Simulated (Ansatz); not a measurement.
# An extra electron or hole in a frame of aqueous Cd2+ and triflate, 1.6 mol of salt per kg of water from 300 K (122 atoms), part 3 of 4

Aim: add and remove one electron in a frame of aqueous Cd2+ and triflate, 1.6 mol of salt per kg of water from 300 K (122 atoms), with atoms held and relaxed, and read trapping energy and localisation.

Ansatz 0.2.0; Kohn-Sham DFT, PBE+D4, PAW (set soft_2), plane waves.

The cell: 41 O, 2 S, 2 C, 6 F, 70 H and 1 Cd. The network of contacts between molecules at the start is that of the classical potential that made the cell. Sampling is at Γ alone, for a cell whose shortest periodic width is 11 Å. The liquid is relaxed first.

So far. Step 6 (An extra electron, atoms relaxed): The relaxation converged after 4 steps, 0.0323 eV below its start, with a largest force component of 0.033 eV/Å. Step 6 (An extra electron, atoms relaxed): An extra electron, atoms relaxed: the energy stands 3.14 eV above that of the reference. An odd electron should give 1 μB; this run ended with the carrier shared between both spins.

## Step 7: An extra electron, levels at the relaxed geometry

A single point at the new geometry gives levels and spin density.

Contents of input.yaml:

```yaml
crystal:
  lattice:
    - [10.82721, 0.0, 0.0]
    - [0.0, 10.82721, 0.0]
    - [0.0, 0.0, 10.82721]
  atoms:
    - { symbol: O, position: [0.72564, 0.88587, 0.90079] }
    - { symbol: S, position: [0.5962, 0.92111, 0.88802] }
    - { symbol: O, position: [0.56323, 0.03896, 0.94758] }
    - { symbol: O, position: [0.50651, 0.8214, 0.90777] }
    - { symbol: C, position: [0.58124, 0.9561, 0.71976] }
    - { symbol: F, position: [0.66309, 0.04324, 0.68494] }
    [... 110 atom lines left out ...]
    - { symbol: H, position: [0.86841, 0.16412, 0.39952] }
    - { symbol: H, position: [0.96931, 0.05701, 0.38682] }
    - { symbol: O, position: [0.28499, 0.79365, 0.07269] }
    - { symbol: H, position: [0.29801, 0.88275, 0.05084] }
    - { symbol: H, position: [0.36362, 0.76507, 0.10728] }
    - { symbol: Cd, position: [0.09559, 0.27381, 0.27814] }
total_charge: -1
kpoints:
  mp_grid: { grid: [1, 1, 1] }
hamiltonian:
  xc: pbe
  dispersion: d4
scf:
  occupations: { method: fermi_dirac, width: 0.01 }
  lower_state_search: "off"
output:
  forces: true
  stress: true
  populations: true
  dos:
    method: { smearing: { sigma: 0.08 } }
    de: 0.1
    projected: { site_lists: { C: [C], Cd: [Cd], F: [F], H: [H], O: [O] } }
  eigenvalues: true
  write_density: true
  write_potential: true
  volumetric_format: npy
magnetization:
  spin_polarized: true
  initial_magnetization: 1
```

The run is started by

```console
> ansatz run input.yaml --threads 4 --pin off --max-ram 8192MiB --backend cpu --events-out ev --progress --plain --runs-dir out
```

Numbers of over 12 decimals in the logs are rounded to 6 here.

What it wrote:

```text
[...]
Crystal: 122 atoms, lattice volume = 1269.257 Å³
Basis set: ecut = 420 eV, 24837 PW (Γ), exchange–correlation on 150×150×150 points (8 copies of the dense FFT grid, shifted against one another)
Bands: 322, of which v1, the nominal top of the filled ones, is band 200 counted from 1 (199 counted from 0)
Symmetry: 1 space group operations
[...]
k-points: 1
[... 13 lines on functional and potentials left out ...]
Starting moments: Σ|m| = 1 μB on 122 of 122 sites
[...]
SCF iter   1: F=—  HF=-39862.927463 eV  |F-HF|=—  |Δ(HF+E_count)|=         —  Δρ=6.51e-2 (↑6.18e-2 ↓6.51e-2)  dr2=2.18e2  dr2_m=4.36e-1  M=1.000 μB ∫|m|=1.064 μB  β_m=1.00  ethr=3.10e-3  ⟨swp⟩=6.0  Hψ=3010  notcnv=0  defer=95
[...]
SCF iter  17: F=-39801.782848 eV  HF=-39801.782848 eV  |F-HF|=7.28e-12  |Δ(HF+E_count)|=  5.82e-11  Δρ=9.79e-8 (↑8.86e-8 ↓9.79e-8)  dr2=5.88e-11  dr2_m=8.16e-11  M=0.000 μB ∫|m|=0.000 μB  ethr=1.00e-12  ⟨swp⟩=6.0  Hψ=2754  notcnv=0
[...]
SCF 1 converged in 17 iterations: F = -39801.782848 eV  dr2 = 5.88e-11
[...]
SCF converged after 17 iterations
Magnetization: 0.0000 μB (199.5000 up, 199.5000 down)
Absolute magnetization: 0.0000 μB (∫|ρ↑−ρ↓|, with the PAW one-centre terms)
[...]
Per-site moments (μB) at R_I (Å): [(6.369227040513697e-8, 0.601858), (2.26358802972903e-8, 0.601858), (4.1063387285230585e-8, 0.607850), (4.416801497833688e-8, 0.605440), (-3.764222164389718e-7, 0.556134), [...]
Free energy (F): -39801.782848 eV
[...]
Internal energy: -39801.768985 eV  (E = F + TS)
E sigma→0 (E₀):  -39801.775916 eV
Entropy (-TS):   -0.013863 eV (-0.114 meV/atom)
Fermi energy:    3.166944 eV
[...]
--- Forces (eV/Å), atoms counted from 1 ---
  atom   1  O      0.00036395    -0.00113504    -0.00240259
  atom   2  S     -0.01167394     0.02536665     0.03143836
  atom   3  O      0.00342976    -0.00630826    -0.00556002
  atom   4  O      0.00236142    -0.00069167    -0.00020741
  atom   5  C      0.02544498    -0.00089222     0.00463398
  atom   6  F      0.00149237    -0.00157095    -0.00198074
  atom   7  F     -0.02026958     0.00276919    -0.00344160
  atom   8  F      0.00346784     0.00762230    -0.01873308
  atom   9  O     -0.00207683    -0.00357948     0.00126403
  atom  10  S      0.01221119     0.01837228    -0.00654957
  atom  11  O      0.00119872    -0.00314100    -0.00690288
  atom  12  O      0.00146458    -0.00111872     0.00680574
  atom  13  C      0.01007360     0.00368301     0.00375499
  atom  14  F     -0.00627657    -0.01174190     0.00475827
[...]
atom 121  H     -0.00624267     0.00054444    -0.00483953
  atom 122  Cd    -0.00963706     0.00615871    -0.02254674
  max |Σ_I F_I| component: 5.57e-6 eV/Å
--- Stress (GPa, compression-positive) ---
        0.055336       0.078637      -0.012551
        0.078636      -0.055572       0.161061
       -0.012552       0.161061       0.120546
  P = ⅓ Tr σ = 0.0401 GPa (0.401 kbar)
--- Band table (eV) ---
[...]
--- Löwdin populations: 122 sites ---
  site symbol       q [e]    m [muB]
     0      O      6.7455     0.0000
     1      S      3.7252     0.0000
     2      O      6.7456     0.0000
[...]
121     Cd     18.5984     0.0000
  spilling = 0.011739 (of n_electrons = 399.000000)
```

Run time: 35 s. Hardware: 4 threads of Intel Xeon Platinum 8488C (Sapphire Rapids), shared host; peak memory 2.5 GiB.

An extra electron, levels at the relaxed geometry: the energy stands 3.14 eV above that of the reference. An odd electron should give 1 μB; this run ended with the carrier shared between both spins.

The levels nearest the highest filled one (over half full), pooled over k-points and spins:

| level less the highest filled one (eV) | occupation |
| --- | --- |
| -4.85 | 1 |
| -4.85 | 1 |
| 0 | 0.5 |
| 0 | 0.5 |
| 1.17 | 0 |
| 1.17 | 0 |
| 1.44 | 0 |
| 1.44 | 0 |

## Step 8: Neutral at the geometry of the electron

The neutral cell at the new geometry gives the energy of that geometry without the charge.

Contents of input.yaml:

```yaml
crystal:
  lattice:
    - [10.82721, 0.0, 0.0]
    - [0.0, 10.82721, 0.0]
    - [0.0, 0.0, 10.82721]
  atoms:
    [... the 122 atom lines of step 7 ...]
kpoints:
  mp_grid: { grid: [1, 1, 1] }
hamiltonian:
  xc: pbe
  dispersion: d4
scf:
  occupations: { method: fermi_dirac, width: 0.05 }
output:
  forces: true
  stress: true
  populations: true
  dos:
    method: { smearing: { sigma: 0.08 } }
    de: 0.1
    projected: { site_lists: { C: [C], Cd: [Cd], F: [F], H: [H], O: [O] } }
  eigenvalues: true
```

What it wrote:

```text
[...]
Crystal: 122 atoms, lattice volume = 1269.257 Å³
Basis set: ecut = 420 eV, 24837 PW (Γ), exchange–correlation on 150×150×150 points (8 copies of the dense FFT grid, shifted against one another)
Bands: 321, of which v1, the nominal top of the filled ones, is band 199 counted from 1 (198 counted from 0)
Symmetry: 1 space group operations
[...]
k-points: 1
[...]
SCF iter   1: F=—  HF=-39804.999319 eV  |F-HF|=—  |Δ(HF+E_count)|=         —  Δρ=3.33e-3  dr2=1.89e-1  ethr=1.77e-3  ⟨swp⟩=5.0  Hψ=1384  notcnv=0  defer=103
[...]
SCF iter   9: F=-39804.874423 eV  HF=-39804.874423 eV  |F-HF|=4.50e-9  |Δ(HF+E_count)|=   9.86e-8  Δρ=2.00e-6  dr2=5.24e-8  ethr=2.51e-11  ⟨swp⟩=13.0  Hψ=2237  notcnv=0
SCF 1 converged in 9 iterations: F = -39804.874423 eV  dr2 = 5.24e-8
[...]
SCF converged after 9 iterations
Free energy (F): -39804.874423 eV
[...]
Internal energy: -39804.874423 eV  (E = F + TS)
E sigma→0 (E₀):  -39804.874423 eV
Fermi energy:    0.685309 eV
[...]
--- Forces (eV/Å), atoms counted from 1 ---
  atom   1  O     -0.06373844    -0.00231359     0.02339807
  atom   2  S      0.04925904     0.04218755    -0.00298526
  atom   3  O     -0.01026251    -0.05301789     0.00761709
  atom   4  O      0.00934432    -0.01524077     0.01877215
  atom   5  C      0.07442393    -0.01369040     0.04398095
  atom   6  F     -0.03603042    -0.01081533    -0.02844770
  atom   7  F     -0.03482589     0.00843088    -0.04683316
  atom   8  F     -0.01735230     0.02580860    -0.03437244
  atom   9  O     -0.12393881    -0.02510082    -0.00688467
  atom  10  S      0.13232772     0.14467245    -0.07093993
  atom  11  O      0.01310911    -0.12088674    -0.02144411
  atom  12  O     -0.01311727    -0.04813828     0.12207041
  atom  13  C      0.04639316     0.00065286    -0.03143413
  atom  14  F     -0.03729829     0.00182424     0.04291167
[...]
atom 121  H     -0.04127551     0.03270799    -0.01969986
  atom 122  Cd    -0.15609178    -0.06790408    -0.09568288
  max |Σ_I F_I| component: 7.31e-5 eV/Å
--- Stress (GPa, compression-positive) ---
       -0.338320       0.097907      -0.024637
        0.097907      -0.422534       0.147051
       -0.024637       0.147051      -0.186614
  P = ⅓ Tr σ = -0.3158 GPa (-3.158 kbar)
--- Band table (eV) ---
[...]
--- Löwdin populations: 122 sites ---
  site symbol       q [e]
     0      O      6.7418
     1      S      3.7183
     2      O      6.7435
[...]
121     Cd     18.4928
  spilling = 0.011507 (of n_electrons = 398.000000)
```

It took 12 s on 4 threads; peak memory 1.6 GiB; 43 s of CPU time.

Neutral at the geometry of the electron: the energy stands 0.0455 eV above that of the reference.

## Step 9: An extra hole, atoms held

The electron count changes by one with the atoms held: a vertical process, on a uniform background, with spin and a narrow Fermi–Dirac smearing. Its energy against the neutral cell hangs on the program's zero of potential.

input.yaml, as its differences from that of step 8:

```diff
@@ -6,3 +6,4 @@
   atoms:
-    [... the 122 atom lines of step 7 ...]
+    [... the 122 atom lines of step 4 ...]
+total_charge: 1
 kpoints:
@@ -13,3 +14,4 @@
 scf:
-  occupations: { method: fermi_dirac, width: 0.05 }
+  occupations: { method: fermi_dirac, width: 0.01 }
+  lower_state_search: "off"
 output:
@@ -23 +25,7 @@
   eigenvalues: true
+  write_density: true
+  write_potential: true
+  volumetric_format: npy
+magnetization:
+  spin_polarized: true
+  initial_magnetization: 1
```

What it wrote:

```text
[...]
Crystal: 122 atoms, lattice volume = 1269.257 Å³
Basis set: ecut = 420 eV, 24837 PW (Γ), exchange–correlation on 150×150×150 points (8 copies of the dense FFT grid, shifted against one another)
Bands: 321, of which v1, the nominal top of the filled ones, is band 199 counted from 1 (198 counted from 0)
Symmetry: 1 space group operations
[...]
k-points: 1
[...]
Starting moments: Σ|m| = 1 μB on 122 of 122 sites
[...]
SCF iter   1: F=—  HF=-39871.573946 eV  |F-HF|=—  |Δ(HF+E_count)|=         —  Δρ=7.23e-2 (↑6.81e-2 ↓7.23e-2)  dr2=2.87e2  dr2_m=4.60e-1  M=1.000 μB ∫|m|=1.064 μB  β_m=1.00  ethr=3.10e-3  ⟨swp⟩=6.0  Hψ=3000  notcnv=0  defer=56
[...]
spin=Collinear: Resta preconditioning applied to the charge; magnetization (m = ρ↑ − ρ↓) channel mixes plain (no charge-response kernel on spin).
SCF iter   2: F=—  HF=-39813.481796 eV  |F-HF|=—  |Δ(HF+E_count)|=         —  Δρ=3.44e-2 (↑3.13e-2 ↓3.44e-2)  dr2=4.43e1  dr2_m=4.15e-1  M=0.050 μB ∫|m|=0.168 μB  β_m=0.30  ethr=3.10e-3  ⟨swp⟩=3.5  Hψ=1164  notcnv=0  defer=232
[...]
SCF iter   7: F=—  HF=-39803.307029 eV  |F-HF|=—  |Δ(HF+E_count)|=   2.05e-2  Δρ=7.84e-3 (↑7.45e-3 ↓7.84e-3)  dr2=3.73e0  dr2_m=1.64e-2  M=0.029 μB ∫|m|=0.067 μB  β_m=0.30  ethr=1.22e-3  ⟨swp⟩=4.0  Hψ=1467  notcnv=0  defer=230
[...]
SCF iter   9: F=—  HF=-39803.112562 eV  |F-HF|=—  |Δ(HF+E_count)|=   4.36e-1  Δρ=7.17e-3 (↑6.14e-3 ↓7.17e-3)  dr2=3.46e0  dr2_m=1.02e-2  M=0.092 μB ∫|m|=0.124 μB  β_m=0.21  ethr=8.29e-4  ⟨swp⟩=3.0  Hψ=812  notcnv=0  defer=230
[...]
SCF iter  57: F=-39802.855282 eV  HF=-39802.855282 eV  |F-HF|=7.76e-9  |Δ(HF+E_count)|=  1.82e-10  Δρ=6.66e-7 (↑1.75e-7 ↓6.66e-7)  dr2=9.15e-9  dr2_m=1.65e-9  M=1.000 μB ∫|m|=1.092 μB  β_m=0.09  ethr=1.00e-12  ⟨swp⟩=5.5  Hψ=2469  notcnv=0  recentre
SCF iter  58: F=-39802.855282 eV  HF=-39802.855282 eV  |F-HF|=1.03e-9  |Δ(HF+E_count)|=  5.82e-11  Δρ=2.82e-7 (↑1.36e-7 ↓2.82e-7)  dr2=1.46e-9  dr2_m=3.19e-10  M=1.000 μB ∫|m|=1.092 μB  ethr=1.00e-12  ⟨swp⟩=6.0  Hψ=2610  notcnv=0
SCF 1 converged in 58 iterations: F = -39802.855282 eV  dr2 = 1.46e-9
[...]
SCF converged after 58 iterations
Magnetization: 0.9997 μB (198.9998 up, 198.0002 down)
Absolute magnetization: 1.0918 μB (∫|ρ↑−ρ↓|, with the PAW one-centre terms)
[...]
Per-site moments (μB) at R_I (Å): [(0.039247, 0.601655), (-0.00186354, 0.601655), (0.027424, 0.607495), (0.035476, 0.605643), (-0.000350209, 0.555624), [...]
Free energy (F): -39802.855282 eV
[...]
Internal energy: -39802.834835 eV  (E = F + TS)
E sigma→0 (E₀):  -39802.845059 eV
Entropy (-TS):   -0.020447 eV (-0.168 meV/atom)
Fermi energy:    -2.131540 eV
[...]
Σ components = -39802.855282   (vs F -39802.855282, Δ=0.00e0)
--- Forces (eV/Å), atoms counted from 1 ---
  atom   1  O      0.11480452    -0.01963585     0.10400832
  atom   2  S     -0.23627417     0.15138580    -0.31192859
  atom   3  O      0.07772956    -0.03945783     0.07420284
  atom   4  O      0.08506035     0.04684518     0.11558430
[...]
atom 122  Cd     0.06371577     0.06231403     0.01987805
  max |Σ_I F_I| component: 2.94e-5 eV/Å
--- Stress (GPa, compression-positive) ---
        0.022740       0.062581      -0.042253
        0.062581      -0.070802       0.135759
       -0.042253       0.135759       0.120520
  P = ⅓ Tr σ = 0.0242 GPa (0.242 kbar)
--- Band table (eV) ---
[...]
--- Löwdin populations: 122 sites ---
  site symbol       q [e]    m [muB]
     0      O      6.7079     0.0583
     1      S      3.7123    -0.0070
     2      O      6.7156     0.0405
[...]
121     Cd     18.4524     0.0258
  spilling = 0.011430 (of n_electrons = 397.000000)
```

It took 59 s on 4 threads; peak memory 2.5 GiB.

An extra hole, atoms held: the energy stands 2.06 eV above that of the reference, with a moment of 1.00 μB.

The levels nearest the highest filled one (over half full), pooled over k-points and spins:

| level less the highest filled one (eV) | occupation |
| --- | --- |
| -0.0282 | 0.963 |
| -0.0074 | 0.765 |
| -0.0027 | 0.671 |
| 0 | 0.608 |
| 5.33 | 0 |
| 5.35 | 0 |
| 6.41 | 0 |
| 6.44 | 0 |

Spin density in the bc plane at fractional x = 0.497, with atoms of O and S and F and H within 0.2 Å of it.

Values in units of 1e-2 e/Å³, 13 rows by 16 columns, each cell a mean:
```
 1.3  0.4  0.0  0.0  0.0  0.0  0.0  0.0  0.0  0.0  0.0  0.0  0.3  2.5  0.4  0.1
 0.2  0.1  0.0  0.0  0.0  0.0  0.0  0.0  0.0  0.0  0.0  0.0  0.8  3.0  0.5 -0.1
 0.0  0.0  0.0  0.0  0.0  0.0  0.0  0.0  0.0  0.0  0.0  0.0  0.0  0.0  0.0  0.0
 0.0  0.0  0.0  0.0  0.0  0.0  0.0  0.0  0.0  0.0  0.0  0.0  0.0  0.0  0.0  0.0
 0.0  0.0  0.0  0.0  0.0  0.0  0.0  0.0  0.0  0.0  0.0  0.0  0.0  0.0  0.0  0.0
 0.0  0.0  0.0  0.0  0.0  0.0  0.0  0.0  0.0  0.0  0.0  0.0  0.0  0.0  0.0  0.0
 0.0  0.0  0.0  0.0  0.0  0.0  0.0  0.0  0.0  0.0  0.0  0.0  0.2  0.1  0.0  0.0
 0.0  0.0  0.0  0.0  0.0  0.0  0.0  0.0  0.0  0.0  0.0 -0.1  0.1  0.1  0.0  0.0
 0.0  0.0  0.0  0.0  0.0  0.0  0.0  0.0  0.0  0.0  0.0 -0.1 -0.1  0.0  0.0  0.0
 0.0  0.0  0.0  0.0  0.0  0.0  0.0  0.0  0.0  0.1  1.2  0.7  0.0  0.0  0.0  0.0
 0.0  0.0  0.0  0.0  0.0  0.0  0.4  0.5  0.0  0.1  1.0  0.6  0.0  0.0  0.0  0.0
 0.0  0.0  0.0  0.0  0.0  0.0  0.1  0.1  0.0  0.0  0.0  0.0  0.0  0.0  0.0  0.0
 0.1  0.0  0.0  0.0  0.0  0.0  0.0  0.0  0.0  0.0  0.0  0.0  0.0  0.0  0.0  0.0
```
Columns run along b (10.8 Å), rows up along c (10.8 Å). Atoms in or near the plane, at fractional coordinates: O at (0.82, 0.91), S at (0.74, 0.34), F at (0.97, 0.25), H at (0.42, 0.07), H at (0.37, 0.59).

## Step 10: An extra hole, atoms relaxed

The atoms now respond to the charge; the energy gained comes from screening by the atoms, from trapping if the charge localises, and from any strain left in the reference.

Input and log are left out; they have the form of those shown for this kind of step.

Elapsed: 3 min, on 4 threads of Intel Xeon Platinum 8488C (Sapphire Rapids), shared host; peak memory 2.5 GiB; 12 min of CPU time.

The relaxation converged after 7 steps, 0.0930 eV below its start, with a largest force component of 0.019 eV/Å.

An extra hole, atoms relaxed: the energy stands 1.97 eV above that of the reference, with a moment of 1.00 μB.

## Step 11: An extra hole, levels at the relaxed geometry

A single point at the new geometry gives levels and spin density.

Input and log are left out; they have the form of those shown for this kind of step.

The job ended after 48 s (4 threads of Intel Xeon Platinum 8488C (Sapphire Rapids), shared host; peak memory 2.5 GiB; 3.1 min of CPU time).

An extra hole, levels at the relaxed geometry: the energy stands 1.97 eV above that of the reference, with a moment of 1.00 μB.

The levels nearest the highest filled one (over half full), pooled over k-points and spins:

```csv
level less the highest filled one (eV),occupation
-0.0488,0.994
-0.009,0.77
-0.0035,0.66
0,0.577
5.25,0
5.27,0
6.42,0
6.46,0
```

[end of part 3 of 4]

[Logs are printed without paths, hosts, clocks, repeated set-up lines and the standing remarks that a program may print on its own settings, such as how far it seeks lower states.]

[Hosts, paths, dates, database ids (printed as entryN), source tags and the programs' standing remarks are cut or masked in the printed files.]
